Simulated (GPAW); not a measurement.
Records of electronic-structure calculations.

```
A GW chain in GPAW: CsAuBr3 (I4/mmm)
1.0
    -3.87960    3.87960    5.65395
     3.87960   -3.87960    5.65395
     3.87960    3.87960   -5.65395
Cs Au Br
2 2 6
Direct
  0.75000 0.25000 0.50000
  0.25000 0.75000 0.50000
  0.00000 0.00000 0.00000
  0.50000 0.50000 0.00000
  0.22200 0.22200 0.44400
  0.22200 0.77800 0.00000
  0.77800 0.77800 0.55600
  0.77800 0.22200 0.00000
  0.71220 0.71220 0.00000
  0.28780 0.28780 0.00000
# method: DFT, LDA, plane waves, PAW (and 1 further level or step)
# program: GPAW 26.7.0
# settings of one run: cutoff 450 eV, GPAW PAW setups 1.2.1 data release, 4×4×4 k-mesh, nbands 1155
# cost: 3 runs, 38 min in all on 8 MPI ranks of Arm Neoverse V1, shared host (the runs of this entry)
# notes: The cell and positions come from the Crystallography Open Database and are kept as given unless a step says otherwise. Limits: no spin-orbit coupling. Bands and cutoff are finite, so the gap is not at the basis limit. The miss can reach some tenths of an eV and take either sign; the mesh is an error of its own. Mesh or cutoff lie under what a gap needs, so these runs test behaviour and cost; their gaps are not to be quoted.
# LDA gap: 0.88 eV, direct
# G0W0 gap on the mesh: 1.60 eV
# GW settings: 4×4×4 mesh, 188 bands, screening to 39 eV, Godby-Needs plasmon pole
# known limits: not at the basis limit; d shell near the gap, gap tends to lie low; no spin-orbit coupling
```

[Paths, hosts, dates, memory and timing lines, banners, echoed tables and standing remarks are left out of the program output.]

[Logs are printed without paths, hosts, clocks, repeated set-up lines and the standing remarks that a program may print on its own settings, such as how far it seeks lower states.]

[Runs of the session that timed out or met a known fault of the program may be left out.]

[Hosts, paths, dates, database ids (printed as entryN), source tags and the programs' standing remarks are cut or masked in the printed files.]
